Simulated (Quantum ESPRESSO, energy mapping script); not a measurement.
# MnS: energy mapping under PBE+U (3 eV), QE, GBRV, part 3 of 3

Aim: the exchange couplings of MnS from the energies of a few collinear orders, and the ordering temperature that they give.

PBE with U = 3 eV on Mn d, ortho-atomic projectors; plane waves, U on orthogonalised atomic orbitals unless named otherwise, collinear spin, no spin–orbit coupling.

So far. Step 10 (Order 9: parallel, cell E of 6 atoms): The run ends ferromagnetic. For each magnetic atom its energy differs from the parallel run of the first cell by 0.70 meV, an error that one common reference would have brought in. Step 11 (Order 10: uncompensated ++−, cell E of 6 atoms): The run ends ferrimagnetic, 37.43 meV a magnetic atom below the parallel order of its cell.

The database entry behind the starting cell differs from later determinations by our own check (an axis about 0.2 % short against later determinations), so it need not match the best structure at ambient conditions.

## (12) The fit

Each energy difference is a sum of couplings weighted by the pairs that the order reverses. A few near shells are fitted to the differences by least squares. Energies are those extrapolated to zero occupation width, not the free energies F.

The orders side by side; each is measured from the parallel order in the same cell and on the same mesh:

```
                      order  atoms  energy (meV a magnetic atom)  moments (μB)  moments kept as typed  opposed neighbours at 3.68, 5.21, 6.38 Å
         parallel in cell A      4                          0.00          4.48                    yes                                   0, 0, 0
   compensated +− in cell A      4                        -78.22          4.38                    yes                                  6, 6, 12
         parallel in cell B      4                          0.00          4.48                    yes                                   0, 0, 0
   compensated +− in cell B      4                        -28.22          4.45                    yes                                  8, 0, 16
         parallel in cell C      6                          0.00          4.48                    yes                                   0, 0, 0
uncompensated ++− in cell C      6                        -60.32  4.37 to 4.43                    yes                                  4, 4, 12
         parallel in cell D      6                          0.00          4.48                    yes                                   0, 0, 0
uncompensated ++− in cell D      6                        -53.79  4.38 to 4.43                    yes                             6.67, 2.67, 8
         parallel in cell E      6                          0.00          4.48                    yes                                   0, 0, 0
uncompensated ++− in cell E      6                        -37.43  4.42 to 4.45                    yes                            5.33, 1.33, 16
```

Couplings from the energies, with E = −Σ J e·e over ordered pairs:

```csv
pair,distance (Å),neighbours,J (meV)
Mn–Mn,3.68,12,-1.34
Mn–Mn,5.21,6,-4.88
Mn–Mn,6.38,24,-0.189
Mn–Mn,7.37,12,-0.515
```

Adding the shell at 8.24 Å gives -1.1, -4.8, -0.16, -0.56 and -0.16 meV and a mean-field temperature of 169 K, an exact solve that tests nothing.

In mean field these couplings order at 179 K, at q = (0.50, 0.50, 0.50) in fractions of the conventional cell's reciprocal vectors, and give a Curie–Weiss temperature of -434 K.

## (13) Finite temperature

Mean field ignores fluctuations and overstates the ordering temperature, so the model is also sampled. The heat capacity peaks where order sets in.

Classical unit spins with these couplings on 8×8×4 copies of a cell that holds the lowest order (512 spins), heat-bath sweeps, cooled from random directions, 831 sweeps to settle and 2493 measured at each temperature, averaged over 8 runs.

| T (K) | order along the lowest pattern | net moment | heat capacity (k_B a spin) |
| --- | --- | --- | --- |
| 21.4 | 0.45 | 0.01 | 1.03 |
| 36.7 | 0.45 | 0.01 | 1.08 |
| 59.5 | 0.40 | 0.01 | 1.19 |
| 74.7 | 0.34 | 0.01 | 1.30 |
| 90.0 | 0.32 | 0.01 | 1.50 |
| 105 | 0.26 | 0.02 | 1.82 |
| 113 | 0.23 | 0.02 | 1.83 |
| 128 | 0.16 | 0.02 | 1.26 |
| 143 | 0.12 | 0.02 | 0.72 |
| 158 | 0.10 | 0.02 | 0.52 |
| 181 | 0.08 | 0.02 | 0.35 |
| 197 | 0.08 | 0.02 | 0.29 |

The smoothed heat capacity peaks at 108 K. The order column follows one pattern alone; equivalent domains or another pattern share the rest.

## (14) Against another level

The first set of orders, under PBE+U (4 eV), QE, GBRV, took 1.5 h of CPU time summed over its finished orders (seed run apart), these 86 min.

```
                           quantity  this set  first set
                   J at 3.68 Å, meV     -1.34      -1.01
                   J at 5.21 Å, meV     -4.88      -3.49
                   J at 6.38 Å, meV    -0.189     -0.151
                   J at 7.37 Å, meV    -0.515     -0.400
ordering temperature, mean field, K       179        125
 heat-capacity peak, Monte Carlo, K       108         74
```

The coupling that led in the first set goes from -3.49 to -4.88 meV.

## (15) Results

```json
{"lowest order tried": "compensated +− in cell A", "largest fitted value, Mn–Mn at 5.21 Å": "-4.88 meV", "ordering temperature, mean field": "179 K", "heat-capacity peak, Monte Carlo": "108 K"}
```

In words: Of the orders tried, MnS prefers the order “compensated +− in cell A” under PBE+U (3 eV), QE, GBRV, with 6 of 12 neighbours at 3.68 Å, 6 of 6 neighbours at 5.21 Å and 12 of 24 neighbours at 6.38 Å opposed, and the heat capacity of the fitted model peaks near 108 K (Monte Carlo, classical spins). The coupling at 5.21 Å is 1.4 times that of the first set, at 0.95 times the CPU time. The largest fitted coupling is the Mn–Mn pair at 5.21 Å, antiferromagnetic at -4.9 meV, across a ligand at about 180°. The straight metal–ligand–metal path outweighs the right-angled one, the pattern expected of superexchange through one ligand p orbital, which these runs do not test. The orders also reverse pairs at 8.24 Å, which are not fitted, so the fitted values hold their part too. With 5 differences for 4 couplings the fit misses by 1.9 meV at most, a small part of the spread. In the fitted orders moments change by up to 2.4 % against the parallel run of the same cell, so their size stays put. Monte Carlo puts the peak at 0.60 of the mean-field temperature, since mean field leaves out fluctuations. In tests on simple cubic and body-centred models such peaks lay 5 to 6 % under the bulk value. On cooling, the order along the one computed pattern stays at or under 0.45: the model settles in an equivalent domain, a degenerate mixture or another order. The Curie–Weiss temperature is 4.0 times the peak temperature in size, a mark of frustration. The parallel order holds 5 μB a magnetic atom, spin 2.5; the common factor (S+1)/S would raise the classical 108 K to 151 K, a correction that often overshoots. The classical value and the one scaled by (S+1)/S differ by a factor of 1.4, so closeness of either to the measured temperature is partly a matter of convention.

Computed beside measured:

| quantity | measured | PBE+U (3 eV), QE, GBRV, Monte Carlo | PBE+U (3 eV), QE, GBRV, Monte Carlo × (S+1)/S |
| --- | --- | --- | --- |
| ordering temperature (spin model) (K) | 150 | 108 (-28.3 %) | 151 (+0.4 %) |

Measured values from arxiv:1108.4537 (2011).

**Verdict.** For the ordering temperature, of the levels listed nearest comes PBE+U (3 eV), QE, GBRV, Monte Carlo × (S+1)/S (+0.4 %, good agreement) and farthest PBE+U (3 eV), QE, GBRV, Monte Carlo (-28.3 %, fair agreement). A U picked for its result is no test. No cell relaxation is part of this session.

[Logs and program files are shortened in this print: banners, set-up blocks, solver, clock and traceback lines can be left out without a mark of their own.]

[Logs are printed without paths, hosts, clocks, repeated set-up lines and the standing remarks that a program may print on its own settings, such as how far it seeks lower states.]

[Hosts, paths, dates, database ids (printed as entryN), source tags and the programs' standing remarks are cut or masked in the printed files.]

[Where a cell is said to come from a database of computed structures, the database is the Materials Project.]
